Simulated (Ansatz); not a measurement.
## G0W0 on several functionals: BaNaBr3 (cubic perovskite) (Pm-3m)

How much of the starting functional survives in the G0W0 gap of BaNaBr3 (cubic perovskite) (Pm-3m)?

Program: Ansatz 0.2.0. Level of theory: G0W0 on several functionals, plane waves, PAW. Results are calculated unless marked as measured.

The structure was built from a prototype and need not be the compound's stable phase.

In doubt: masses and optical values from hybrid runs of this build are listed as unsure (step 4), which bears on the screening that GW takes from such a start.

### Step 1. Set-up

Symmetry: Pm-3m, No. 221, cubic system. Conventional cell: a = 6.279 Å, b = 6.279 Å, c = 6.279 Å, α = 90.00°, β = 90.00°, γ = 90.00°. Nearest to Na lie 12 Br at 4.44 Å. Nearest to Ba lie 6 Br at 3.14 Å. Br has 2 Ba at 3.14 Å nearest. It derives from Ba1Br3Na1. Farther neighbours and most contacts between anions are not listed.

The structure was relaxed with PBE. The structure type comes from a generator and need not be one that this composition takes. The runs that relaxed it are not among those shown. Spin-orbit coupling is left out unless a step names it. The default PAW set here is soft_2. Its files were made with PBE.

### Step 2. G0W0 on PBE

G0W0 replaces the xc potential by the self-energy, built once from these orbitals. Only a window of levels is corrected, while the sums run over the empty bands that the input names.

This step: G0W0 on PBE, plane waves, PAW.

The input, input.yaml:

```yaml
crystal:
  lattice:
    - [6.2793234105, 0.0, 0.0]
    - [0.0, 6.2793234105, 0.0]
    - [0.0, 0.0, 6.2793234105]
  atoms:
    - { symbol: Na, position: [0.0, 0.0, 0.0] }
    - { symbol: Ba, position: [0.5, 0.5, 0.5] }
    - { symbol: Br, position: [0.5, 0.5, 0.0] }
    - { symbol: Br, position: [0.5, 0.0, 0.5] }
    - { symbol: Br, position: [0.0, 0.5, 0.5] }
kpoints:
  mp_grid: { grid: [2, 2, 2] }
hamiltonian:
  xc: pbe
scf:
  occupations: { method: fixed }
gw:
  n_empty_bands: 739
  ecut_chi: 120.0
  qp_bands: [v2, c2]
  qp_kpoints: band_edges
  screening: { model: contour_deformation }
```

The run is started by

```console
ansatz run input.yaml --threads 4 --pin off --max-ram 17510MiB --backend cpu --events-out ev --progress --plain --runs-dir out
```

Numbers of over 12 decimals in the logs are rounded to 6 here.

The program printed:

```text
Engine: ansatz 0.2.0, aarch64-unknown-linux-gnu
Pseudopotentials: kind: paw
Pseudopotential: Na, paw, valence charge 9, recommended cutoff 420 eV (normal), Na.paw.azcp
Pseudopotential: Ba, paw, valence charge 10, recommended cutoff 420 eV (normal), Ba.paw.azcp
Pseudopotential: Br, paw, valence charge 7, recommended cutoff 420 eV (normal), Br.paw.azcp
Functional definition: PBE
  parameter kappa = 0.804
  parameter beta = 0.066725
  exchange = pbe_x(kappa = kappa, mu = beta*pi^2/3)
  correlation = pbe_c(beta = beta)
Crystal: 5 atoms, lattice volume = 247.593 Å³
Basis set: ecut = 420 eV, 4945 PW (Γ)
Bands: 25, of which v1, the nominal top of the filled ones, is band 20 counted from 1 (19 counted from 0)
Symmetry: 48 space group operations
Space group: Pm-3m (ITA 221), of the structure as read, at distance tolerance 6.3e-5 Å
k-points: 4 of 8
Non-local potential: Na, projectors of the file, l = 0: 3, l = 1: 2, l = 2: 1
Non-local potential: Ba, projectors of the file, l = 0: 3, l = 1: 2, l = 2: 2, l = 3: 2
Non-local potential: Br, projectors of the file, l = 0: 2, l = 1: 2, l = 2: 2
PAW form: soft (Blöchl's): semilocal exchange-correlation on the pseudo side does not see the compensation charge
PAW one-centre angular grid: Na, 110 points (default); XC on 64 Gauss nodes
PAW one-centre angular grid: Ba, 194 points (default); XC on 64 Gauss nodes
PAW one-centre angular grid: Br, 110 points (default); XC on 64 Gauss nodes
Initial density: superposition of atomic densities (neutral atoms: chi_scale 0, normalization atom), corrected by the library's trained network
Initial wavefunctions: pseudopotential atomic-orbital guess
Functional: x = pbe(κ = 0.804, μ = 0.219515), c = pbe(β = 0.066725)
SCF iter   1: F=—  HF=-15793.817499 eV  |F-HF|=—  |Δ(HF+E_count)|=         —  Δρ=7.47e-4  dr2=2.09e-3  ethr=1.77e-3  ⟨swp⟩=5.2  Hψ=447  notcnv=0  defer=9
preconditioner: auto → Resta (q_TF=auto, 2.013 Å⁻¹)  ε∞=2.5  [insulator: Δε(μ)=2.895 eV  Ē_g=10.429 eV  n_scr=32 (ndim 8)  ℏωp=12.9 eV  f_vac=0.257  ε∞_Penn≈2.5]
SCF iter   2: F=—  HF=-15793.814792 eV  |F-HF|=—  |Δ(HF+E_count)|=   2.71e-3  Δρ=3.87e-4  dr2=6.42e-4  ethr=5.22e-6  ⟨swp⟩=3.8  Hψ=248  notcnv=0  defer=11
SCF iter   3: F=—  HF=-15793.814957 eV  |F-HF|=—  |Δ(HF+E_count)|=   1.65e-4  Δρ=9.90e-5  dr2=4.19e-5  ethr=1.61e-6  ⟨swp⟩=3.0  Hψ=193  notcnv=0  defer=10
SCF iter   4: F=—  HF=-15793.814955 eV  |F-HF|=—  |Δ(HF+E_count)|=   2.45e-6  Δρ=3.70e-5  dr2=4.59e-6  ethr=1.05e-7  ⟨swp⟩=2.0  Hψ=186  notcnv=0  defer=9
SCF iter   5: F=—  HF=-15793.814955 eV  |F-HF|=—  |Δ(HF+E_count)|=   2.44e-7  Δρ=1.37e-5  dr2=3.99e-7  ethr=1.15e-8  ⟨swp⟩=2.0  Hψ=158  notcnv=0  defer=9
SCF iter   6: F=-15793.814955 eV  HF=-15793.814955 eV  |F-HF|=5.55e-8  |Δ(HF+E_count)|=   4.05e-7  Δρ=2.77e-6  dr2=1.56e-8  ethr=2.50e-10  ⟨swp⟩=14.0  Hψ=528  notcnv=0
SCF 1 converged in 6 iterations: F = -15793.814955 eV  dr2 = 1.56e-8
  greatest PAW one-centre occupation: 0.999 electrons in one spin orbital (limit 2), on the Na atom at site 0 (counted from 0), in its partial waves of l = 0
NSCF: frozen V_eff on 4 k-points
G₀W₀ screening: q 1/4
[... further progress lines ...]
SCF converged after 6 iterations
Free energy (F): -15793.814955 eV
Harris-Foulkes:  -15793.814955 eV  (|F-HF|=5.55e-8)
Internal energy: -15793.814955 eV  (E = F + TS)
E sigma→0 (E₀):  -15793.814955 eV
Fermi energy:    -0.029305 eV
--- Per-component energies (eV) ---
  E_band       = -453.485187
  E_kinetic    = 690.243844
  E_local      = -2898.552065  (includes V_loc(G=0)·N_el)
  E_nonlocal   = 382.278174
  E_hartree    = 990.426134
  E_xc         = -1001.791023
  E_vxc        = -497.734037  (∫ρ·V_xc dr)
  E_paw        = -12228.817464  (= ΣΔE_a)
  E_vpaw       = -110.577805  (= ΣTr[D̂ρ^β])
  E_aug_tail   = -0.000006  (compensation charges beyond the density's cutoff)
  E_ewald      = -1727.602549
  E_smearing   = -0.000000  (= −TS)
  E_closure    = 0.000000  (closes the sum)
  Σ components = -15793.814955   (vs F -15793.814955, Δ=0.00e0)
--- Band table (eV) ---
  k-point 0: bands = [... 16 lower, -0.3788, -0.2007, -0.2007, -0.2007, 2.8207, 5.0630, 5.0630, 5.0630, ... 1 higher]
  k-point 1: bands = [... 16 lower, -0.6019, -0.4415, -0.2371, -0.2371, 3.7791, 4.8697, 5.1517, 5.8603, ... 1 higher]
  k-point 2: bands = [... 16 lower, -0.5585, -0.5585, -0.3848, -0.0330, 3.9798, 5.8134, 5.8134, 6.0916, ... 1 higher]
  k-point 3: bands = [... 16 lower, -1.1401, -0.0293, -0.0293, -0.0293, 3.5547, 6.7385, 6.7385, 6.7385, ... 1 higher]
--- G₀W₀: contour deformation, 6 samples at zero and on the imaginary axis and 2 off it, 8 q-points, 739 empty bands' worth ---
  eigenvalues of the whole cell's RPA ε∞ on this k-mesh (on a slab, of 1 + 4πα/V) = 2.5447, 2.5447, 2.5447; static W/v taken at q = 0 is 0.392981
  bands read: the sum over 759 bands ends inside a degenerate multiplet in 1 slot, whose members it reads at an even weight; the widest, k=3: bands 759 to 760 (counted from 1) at 1/2 each
  gw.qp_kpoints: band_edges: 4 of 4 stored k-points solved, in 1 pass; an edge of the gap read off the rows below is read off those points alone
    ik  band        ε_KS         Σx   Σc(E_QP)       V_xc       Z   E_QP_lin       E_QP  E_QP is
     0    19     -0.2007   -19.7473     2.1788   -15.9116  0.7755    -1.9227    -1.8576  root
     0    20     -0.2007   -19.7473     2.1788   -15.9116  0.7755    -1.9227    -1.8576  root
     0    21      2.8207    -2.2042    -2.4511    -5.3059  0.8523     3.4776     3.4713  root
     0    22      5.0630    -4.9405    -3.4579    -9.2533  0.8216     5.9290     5.9177  root
     1    19     -0.2371   -19.6593     2.1974   -15.7974  0.7746    -1.9688    -1.9017  root
     1    20     -0.2371   -19.6593     2.1974   -15.7974  0.7746    -1.9688    -1.9017  root
     1    21      3.7791    -3.3051    -2.5029    -6.6301  0.8394     4.6139     4.6011  root
     1    22      4.8697    -2.8138    -2.6970    -6.0273  0.8419     5.3904     5.3862  root
     2    19     -0.3848   -19.9274     2.1911   -16.0636  0.7779    -2.1238    -2.0575  root
     2    20     -0.0330   -19.2756     2.1982   -15.4157  0.7708    -1.7634    -1.6947  root
     2    21      3.9798    -2.7966    -2.5485    -6.2402  0.8396     4.8913     4.8749  root
     2    22      5.8134    -3.1152    -2.6577    -6.3132  0.8371     6.3621     6.3537  root
     3    19     -0.0293   -19.2929     2.2000   -15.4313  0.7708    -1.7594    -1.6909  root
     3    20     -0.0293   -19.2929     2.2000   -15.4313  0.7708    -1.7594    -1.6909  root
     3    21      3.5547    -1.7742    -2.4824    -5.0738  0.8496     4.3837     4.3719  root
     3    22      6.7385    -4.9522    -3.0714    -8.7512  0.8132     7.4798     7.4661  root
```

It took 88 s on 4 threads of Arm Neoverse V1, shared host; peak memory 4 GiB; 5.7 min of CPU time.

This step gave:

* bands summed: 759
* RPA ε∞ on this mesh (eigenvalues): 2.545, 2.545, 2.545
* plane waves in the screening matrix: 739
* q-points in the mesh: 8
* G0W0 gap on the mesh: 5.162 eV
* k of the valence top: -0.5, -0.5, -0.5
* k of the conduction bottom: 0, 0, 0
* starting gap on the mesh: 2.850 eV
* Z at the valence top: 0.7708
* Z at the conduction bottom: 0.8523
* least direct G0W0 gap on the computed points: 5.329 eV

The gap on the mesh goes from 2.85 eV to 5.16 eV, a correction of +2.31 eV. Between the two edge states, bare exchange in place of the xc potential would open the gap by 6.96 eV, and correlation takes back 4.65 eV.

### Step 3. G0W0 on PBEsol

The same correction from a different start measures what one shot leaves open.

This step: G0W0 on PBEsol, plane waves, PAW.

Edit input.yaml of step 2 so:

```diff
@@ -14,3 +14,3 @@
 hamiltonian:
-  xc: pbe
+  xc: pbesol
 scf:
```

The program printed:

```text
[...]
Crystal: 5 atoms, lattice volume = 247.593 Å³
Basis set: ecut = 420 eV, 4945 PW (Γ)
Bands: 25, of which v1, the nominal top of the filled ones, is band 20 counted from 1 (19 counted from 0)
[... 1 set-up line as in the run before ...]
[...]
k-points: 4 of 8
[...]
SCF iter   1: F=—  HF=-15555.968784 eV  |F-HF|=—  |Δ(HF+E_count)|=         —  Δρ=1.19e-3  dr2=4.05e-3  ethr=1.77e-3  ⟨swp⟩=5.2  Hψ=447  notcnv=0  defer=7
[...]
SCF iter   6: F=-15555.964065 eV  HF=-15555.964065 eV  |F-HF|=8.51e-8  |Δ(HF+E_count)|=   1.49e-6  Δρ=2.61e-6  dr2=2.52e-8  ethr=2.50e-10  ⟨swp⟩=12.8  Hψ=579  notcnv=0
SCF 1 converged in 6 iterations: F = -15555.964065 eV  dr2 = 2.52e-8
[...]
NSCF: frozen V_eff on 4 k-points
G₀W₀ screening: q 1/4
[... further progress lines ...]
SCF converged after 6 iterations
Free energy (F): -15555.964065 eV
[...]
Internal energy: -15555.964065 eV  (E = F + TS)
E sigma→0 (E₀):  -15555.964065 eV
Fermi energy:    -0.097021 eV
[...]
--- Band table (eV) ---
  k-point 0: bands = [... 16 lower, -0.4516, -0.2702, -0.2702, -0.2702, 2.8297, 4.8915, 4.8915, 4.8915, ... 1 higher]
  k-point 1: bands = [... 16 lower, -0.6812, -0.5150, -0.3074, -0.3074, 3.8509, 4.7669, 4.9789, 5.7234, ... 1 higher]
  k-point 2: bands = [... 16 lower, -0.6337, -0.6337, -0.4584, -0.1007, 4.0789, 5.7489, 5.7489, 5.9355, ... 1 higher]
  k-point 3: bands = [... 16 lower, -1.2258, -0.0970, -0.0970, -0.0970, 3.6351, 6.6651, 6.6651, 6.6651, ... 1 higher]
[...]
0    19     -0.2702   -19.7325     2.1660   -15.9538  0.7752    -1.9420    -1.8830  root
     0    20     -0.2702   -19.7325     2.1660   -15.9538  0.7752    -1.9420    -1.8830  root
     0    21      2.8297    -2.2404    -2.4606    -5.3024  0.8523     3.4363     3.4311  root
     0    22      4.8915    -4.9049    -3.4976    -9.3708  0.8207     5.8743     5.8598  root
     1    19     -0.3074   -19.6440     2.1848   -15.8386  0.7743    -1.9888    -1.9280  root
     1    20     -0.3074   -19.6440     2.1848   -15.8386  0.7743    -1.9888    -1.9280  root
     1    21      3.8509    -3.3021    -2.4875    -6.5099  0.8404     4.5803     4.5712  root
     1    22      4.7669    -2.9255    -2.7495    -6.2637  0.8410     5.3609     5.3555  root
[...]
3    19     -0.0970   -19.2882     2.1951   -15.4677  0.7704    -1.7854    -1.7225  root
     3    20     -0.0970   -19.2882     2.1951   -15.4677  0.7704    -1.7854    -1.7225  root
     3    21      3.6351    -1.7429    -2.4648    -4.9175  0.8506     4.3533     4.3449  root
     3    22      6.6651    -5.5417    -3.2794    -9.6524  0.7999     7.5051     7.4963  root
```

Wall time 86 s (4 threads); peak memory 4.1 GiB.

This step gave:

* bands summed: 759
* RPA ε∞ on this mesh (eigenvalues): 2.581, 2.581, 2.581
* plane waves in the screening matrix: 739
* q-points in the mesh: 8
* G0W0 gap on the mesh: 5.154 eV
* k of the valence top: -0.5, -0.5, -0.5
* k of the conduction bottom: 0, 0, 0
* starting gap on the mesh: 2.927 eV
* Z at the valence top: 0.7704
* Z at the conduction bottom: 0.8523
* least direct G0W0 gap on the computed points: 5.314 eV

Against the run with 2×2×2 mesh, 739 empty bands, screening to 120 eV on PBE, the gap moves by −0.009 eV, while the start moved by +0.08 eV.

### Step 4. G0W0 on HSE06

This step: G0W0 on HSE06, plane waves, PAW.

Edit input.yaml of step 3 so:

```diff
@@ -14,3 +14,3 @@
 hamiltonian:
-  xc: pbesol
+  xc: hse06
 scf:
```

The program printed:

```text
[...]
davidson cushion auto → on  (no smearing: the cushion is to keep the highest requested band from converging to the state above it; pin scf.eigensolver.cushion to override)
Crystal: 5 atoms, lattice volume = 247.593 Å³
Basis set: ecut = 420 eV, 4945 PW (Γ)
Bands: 25, of which v1, the nominal top of the filled ones, is band 20 counted from 1 (19 counted from 0)
[... 1 set-up line as in the run before ...]
[...]
k-points: 4 of 8
[...]
1    21      4.1281    -2.9007    -2.2428    -5.8607  0.8734     4.8509     4.8453  root
     1    22      5.1486    -2.6015    -2.4472    -5.5222  0.8715     5.6242     5.6221  root
[...]
3    19     -0.8396   -19.2992     1.7757   -16.2809  0.8089    -2.1038    -2.0822  root
     3    20     -0.8396   -19.2992     1.7757   -16.2809  0.8089    -2.1038    -2.0822  root
     3    21      3.9086    -1.6077    -2.2100    -4.5133  0.8807     4.6092     4.6041  root
     3    22      7.0965    -3.9323    -2.5782    -7.0867  0.8509     7.6787     7.6728  root
[key lines of the parts left out:]
Free energy (F): -15804.892174 eV
Fermi energy:    -0.839631 eV
```

Wall time 6.2 min (4 threads); peak memory 3 GiB.

Numbers from this step:

* bands summed: 759
* RPA ε∞ on this mesh (eigenvalues): 2.199, 2.199, 2.199
* plane waves in the screening matrix: 739
* G0W0 gap on the mesh: 5.780 eV
* k of the valence top: -0.5, -0.5, -0.5
* k of the conduction bottom: 0, 0, 0
* starting gap on the mesh: 3.962 eV
* least direct G0W0 gap on the computed points: 5.947 eV

Against the run with 2×2×2 mesh, 739 empty bands, screening to 120 eV on PBEsol, the gap moves by +0.63 eV, while the start moved by +1.04 eV.

### Step 5. Side by side

All on the 2×2×2 mesh with 739 empty bands and screening to 120 eV. Times are wall times on 4 threads of Arm Neoverse V1, shared host, good to a factor of about two.

| start | starting gap (eV) | shift (eV) | G0W0 gap (eV) | RPA ε∞ (harmonic mean) | Z (valence, conduction) | time |
| --- | --- | --- | --- | --- | --- | --- |
| PBE | 2.85 | +2.31 | 5.16 | 2.54 | 0.77, 0.85 | 88 s |
| PBEsol | 2.93 | +2.23 | 5.15 | 2.58 | 0.77, 0.85 | 86 s |
| HSE06 | 3.96 | +1.82 | 5.78 | 2.20 | 0.81, 0.88 | 6.2 min |

The parts of the quasiparticle energy at the two band edges (eV; QP = start + Σx + Σc − Vxc):

```csv
run,edge,start,Σx,Σc,Vxc,Z,QP
PBE,valence top,-0.03,-19.29,2.20,-15.43,0.77,-1.69
PBE,conduction bottom,2.82,-2.20,-2.45,-5.31,0.85,3.47
PBEsol,valence top,-0.10,-19.29,2.20,-15.47,0.77,-1.72
PBEsol,conduction bottom,2.83,-2.24,-2.46,-5.30,0.85,3.43
HSE06,valence top,-0.84,-19.30,1.78,-16.28,0.81,-2.08
HSE06,conduction bottom,3.12,-2.07,-2.23,-4.87,0.88,3.70
```

For a hybrid start, Vxc holds its share of exact exchange.

### Step 6. What came out

* G0W0@PBE: 5.16 eV (start 2.85 eV)
* G0W0@PBEsol: 5.15 eV (start 2.93 eV)
* G0W0@HSE06: 5.78 eV (start 3.96 eV)
* known limits: not at the basis limit; no spin-orbit coupling; coarse k mesh

The starting gaps span 1.11 eV and the G0W0 gaps 0.63 eV. Between PBE and HSE06, 0.62 eV of the 1.11 eV survives, 56 %. HSE06 screens less than PBE (ε∞ 2.20 against 2.54). Of the 0.62 eV by which its G0W0 gap is higher, the correlation part gives +0.65 eV, and exchange with the one-particle terms, which follow the orbitals, −0.03 eV. The smallest correction, +1.82 eV, is on HSE06, the start nearest to reproducing itself. Bands and cutoff are finite, so the gap is not at the basis limit. The miss can reach some tenths of an eV and take either sign; the mesh is an error of its own. The 2×2×2 mesh is coarse for this cell (its supercell is 13 Å along the shortest edge). The RPA ε∞ on it, from the PBE start, is 2.54; such meshes misread the long-range screening, most where the gap is narrow. This is the ideal cubic cell; many perovskites, halides above all, are cubic only on average, and local tilts or off-centring can widen the gap. The many-body steps are scalar-relativistic: spin-orbit coupling is not in them.

[Paths, hosts, dates, memory and timing lines, banners, echoed tables and standing remarks are left out of the program output.]

[Logs are printed without paths, hosts, clocks, repeated set-up lines and the standing remarks that a program may print on its own settings, such as how far it seeks lower states.]

[Runs of the session that timed out or met a known fault of the program may be left out.]

[Cells called generated may have been cut or substituted from an entry of the Crystallography Open Database or the Materials Project.]

[Hosts, paths, dates, database ids (printed as entryN), source tags and the programs' standing remarks are cut or masked in the printed files.]
